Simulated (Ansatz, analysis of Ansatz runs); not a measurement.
# A hop of Na in Na2WO4 (Fd-3m), charge 0, part 2 of 2

Aim: the barrier of one jump in Na2WO4 (Fd-3m) at charge 0: Na_i by the interstitialcy path. The model is a cell of 56 host atoms with 1 Na put in; Na is the atom that moves.

Ansatz 0.2.0; plane-wave PAW DFT, PBEsol; relaxation of all atoms of a defect supercell.

So far: The starting structure; Relaxation of the start point, charge 0.

## (3) Relaxation of the end point, charge 0

The end point is relaxed in the same cell and settings, so that the two energies compare. Atoms more than 3.2 Å from the middle of the hop start where the first relaxation left them, the nearer ones on or close to their ideal places, with small random displacements.

Contents of q0_M1.end/input.yaml:

```yaml
crystal:
  lattice:
    - [9.1091061, 0.0, 0.0]
    - [0.0, 9.1091061, 0.0]
    - [0.0, 0.0, 9.1091061]
  atoms:
    - { symbol: Na, position: [0.13857152, 0.38320968, 0.38665214] }
    - { symbol: Na, position: [0.11617429, 0.86999039, 0.86990729] }
    - { symbol: Na, position: [0.62319851, 0.36389328, 0.8813248] }
[... 4 atom lines left out ...]
    - { symbol: Na, position: [0.875, 0.625, 0.375] }
    - { symbol: Na, position: [0.375, 0.375, 0.125] }
[... 9 atom lines left out ...]
    - { symbol: W, position: [0.75, 0.25, 0.25] }
[... 4 atom lines left out ...]
    - { symbol: W, position: [0.5, 0.5, 0.5] }
[... 1 atom line left out ...]
    - { symbol: O, position: [0.36328797, 0.63671203, 0.13671203] }
[... 4 atom lines left out ...]
    - { symbol: O, position: [0.63671203, 0.36328797, 0.13671203] }
[... 7 atom lines left out ...]
    - { symbol: O, position: [0.86328797, 0.36328797, 0.36328797] }
[... 4 atom lines left out ...]
    - { symbol: O, position: [0.88671203, 0.61328797, 0.11328797] }
[... 7 atom lines left out ...]
    - { symbol: O, position: [0.61328797, 0.61328797, 0.38671203] }
    - { symbol: O, position: [0.38671203, 0.38671203, 0.38671203] }
[... 3 atom lines left out ...]
    - { symbol: Na, position: [0.625, 0.625, 0.125] }
basis:
  ecutwfc: 420
  xc_grid: 2
hamiltonian:
  xc: pbesol
kpoints:
  mp_grid: { grid: [1, 1, 1], shift: [0.25, 0.25, 0.25] }
magnetization:
  spin_polarized: true
  initial_magnetization: 1
  spin_locking: { lock_magnetization: hard }
scf:
  occupations: { method: fixed }
  max_iter: 120
output:
  forces: true
relax:
  f_tol: 0.02
  max_steps: 70
  random_displacement: { amplitude: 0.01, seed: 799 }
```

The run is started by

```bash
$ ansatz run input.yaml --threads 4 --pin off --max-ram 14131MiB --backend cpu --events-out ev --progress --plain --runs-dir out
```

Numbers of over 12 decimals in the logs are rounded to 6 here.

The log of the run:

```text
[...]
Crystal: 57 atoms, lattice volume = 755.835 Å³
Basis set: ecut = 420 eV, 14771 PW (Γ), exchange–correlation on 128×128×128 points (8 copies of the dense FFT grid, shifted against one another)
Bands: 286, of which v1, the nominal top of the filled ones, is band 229 counted from 1 (228 counted from 0)
Symmetry: 1 space group operations
k-points: 1
[...]
Starting moments: Σ|m| = 1 μB on 57 of 57 sites
[...]
SCF iter   1: F=—  HF=-125173.048132 eV  |F-HF|=—  |Δ(HF+E_count)|=         —  Δρ=5.65e-2 (↑5.50e-2 ↓5.65e-2)  dr2=1.81e2  dr2_m=3.15e-2  M=1.000 μB ∫|m|=1.012 μB  β_m=0.30  ethr=3.10e-3  ⟨swp⟩=5.0  Hψ=1664  notcnv=0  defer=106
[...]
F+E_penalty+E_count = -125126.56373805 eV   max|allowed force component| = 1.928e-2 eV/Å
  atoms:
    - { symbol: Na, position: [0.136102, 0.385187, 0.379786] }
    - { symbol: Na, position: [0.113518, 0.872327, 0.862728] }
    [... 5 atoms left out ...]
    - { symbol: Na, position: [0.888592, 0.632401, 0.367639] }
    - { symbol: Na, position: [0.368515, 0.373580, 0.118187] }
    [... 9 atoms left out ...]
    - { symbol: W, position: [0.751705, 0.253896, 0.240771] }
    [... 4 atoms left out ...]
    - { symbol: W, position: [0.514312, 0.517817, 0.556475] }
    [... 1 atom left out ...]
    - { symbol: O, position: [0.370397, 0.640366, 0.128731] }
    [... 4 atoms left out ...]
    - { symbol: O, position: [0.636509, 0.368697, 0.128344] }
    [... 7 atoms left out ...]
    - { symbol: O, position: [0.863760, 0.367981, 0.353092] }
    [... 12 atoms left out ...]
    - { symbol: O, position: [0.642179, 0.645332, 0.460720] }
    - { symbol: O, position: [0.423382, 0.426722, 0.401045] }
    [... 3 atoms left out ...]
    - { symbol: Na, position: [0.570708, 0.569194, 0.246695] }
[key lines of the parts left out:]
SCF converged after 2 iterations
Magnetization: 1.0000 μB (229.0000 up, 228.0000 down)
Free energy (F): -125126.563738 eV
Fermi energy:    8.837995 (↑ 8.837995, ↓ 5.370125) eV
```

Wall time 7.4 min (4 threads of Arm Neoverse V2, shared host); peak memory 2.2 GiB; 29 min of CPU time.

Step by step (22 of 25):

| step | energy less that of the first step (eV) | largest force component (eV/Å) |
| --- | --- | --- |
| 1 | 0.0000 | 6.2750 |
| 2 | -4.1194 | 1.4013 |
| 3 | -4.9255 | 1.4136 |
| 4 | -5.1496 | 0.2388 |
| 6 | -5.1676 | 0.0663 |
| 7 | -5.1710 | 0.0703 |
| 8 | -5.1858 | 0.1104 |
| 9 | -5.1968 | 0.1259 |
| 10 | -5.2541 | 0.2651 |
| 11 | -5.3298 | 0.5343 |
| 12 | -5.4211 | 0.7090 |
| 14 | -5.6748 | 0.2714 |
| 15 | -5.7722 | 0.1061 |
| 16 | -5.8184 | 0.1766 |
| 17 | -5.8592 | 0.5833 |
| 18 | -5.9056 | 0.5683 |
| 19 | -5.9997 | 0.4492 |
| 20 | -6.0361 | 0.1605 |
| 22 | -6.0729 | 0.0926 |
| 23 | -6.0772 | 0.0474 |
| 24 | -6.0790 | 0.0193 |
| 25 | -6.0790 | 0.0193 |

Relaxation step 5 was tried and not accepted.

The atoms that moved most (Å, from the sites as typed, ahead of the random displacement):

| atom | dx | dy | dz | length |
| --- | --- | --- | --- | --- |
| Na16 | 0.513 | -1.480 | 0.872 | 1.793 |
| Na57 | -0.494 | -0.508 | 1.109 | 1.317 |
| O52 | 0.263 | 0.292 | 0.675 | 0.781 |
| W24 | 0.131 | 0.162 | 0.515 | 0.556 |
| O53 | 0.334 | 0.365 | 0.131 | 0.512 |
| Na8 | 0.124 | 0.068 | -0.066 | 0.156 |
| O26 | 0.065 | 0.033 | -0.072 | 0.102 |
| O39 | 0.005 | 0.043 | -0.092 | 0.102 |

Neighbours of Na57 at the end:

| atom | distance (Å) |
| --- | --- |
| O52 | 2.169 |
| O31 | 2.204 |
| O26 | 2.215 |
| O53 | 2.337 |
| Na16 | 2.743 |
| Na9 | 2.817 |
| W24 | 2.906 |
| O44 | 3.099 |
| Na8 | 3.151 |

This step gave:

| Property | Result |
| --- | --- |
| free energy | -125126.5637 eV |
| total moment | 1 μB |
| integral of the absolute spin density | 1.062 μB |
| spin contamination | 0.001454 |
| r.m.s. move of the farther half of the atoms | 0.3812 Å |
| largest move from the ideal geometry of this structure, a common shift of the far atoms taken out | 1.836 Å |

The relaxation gained 6.079 eV and ended with a largest force component of 0.019 eV/Å. The end lies 0.001 eV above the start.

## (4) No path, charge 0

Analysis of the runs above: comparison of two relaxed ends, PBEsol.

It gives:

* outcome: both ends relax to one structure
* largest difference: 0.03326 Å
* energy difference: 0.001175 eV

## (5) What came out

| Quantity | Value |
| --- | --- |
| outcome | both ends relax to one structure |

**Reading.** Start and end relaxed into one structure, so no band was run. The largest move in the relaxations was 1.8 Å. This doesn't show that a second stable place is lacking: the end was set up from the relaxed start, and an atom can slide across on the way. What this leaves open: one k-point off the zone centre stands for the whole zone; PBEsol makes the gap too small and tends to spread out bound carriers; spin–orbit coupling, which can matter with heavy atoms, is left out.

[Logs are printed without paths, hosts, clocks, repeated set-up lines and the standing remarks that a program may print on its own settings, such as how far it seeks lower states.]

[Hosts, paths, dates, database ids (printed as entryN), source tags and the programs' standing remarks are cut or masked in the printed files.]
